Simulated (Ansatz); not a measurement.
# How thick a slab does the work function of K need?

Slabs of K from 1 to 13 layers are run on 3 faces. From which thickness on does the work function stay within 0.05 eV of the thickest slab's, and does that depend on the face?

How it was computed: Ansatz 0.2.0, plane waves with PAW datasets (its set soft_2), PBE; symmetric slabs at bulk places and the tabulated experimental lattice constant, 18 Å of vacuum, one k-mesh a face (spacing 0.16 Å⁻¹, 2π included), Fermi-Dirac smearing of 0.1 eV.

Results:

```
layers  K(100) (eV)  K(110) (eV)  K(111) (eV)
     1        2.472        2.447        2.393
     2        2.218        2.444        2.298
     3        2.244        2.429        2.134
     4        2.282        2.405        2.289
     5        2.230        2.398        2.216
     6        2.262        2.389        2.190
     7        2.254        2.391            -
     8        2.249        2.394        2.201
    10        2.251        2.394        2.236
    11            -            -        2.206
    13        2.251        2.394        2.224
```

**Answer.** Within 0.05 eV of the 13-layer value: K(100) from 2 layers on, K(110) from 2 layers on and K(111) from 5 layers on. In length between the outer atoms these thicknesses are 2.6 Å, 3.7 Å and 6.0 Å; the faces differ a good deal. From four layers on the values span 0.016 to 0.099 eV, most on K(111). Thirteen layers cost about 6 to 9 times the CPU time of four.

**Limits.** The 13-layer slab is the reference and is itself not proved converged. Thicknesses missing from the table have no sound run at this vacuum, and where values alternate they could fall outside the band. The smearing damps swings with thickness. The slabs are unrelaxed and unreconstructed, and the CPU ratio is rough.

[Logs are printed without paths, hosts, clocks, repeated set-up lines and the standing remarks that a program may print on its own settings, such as how far it seeks lower states.]
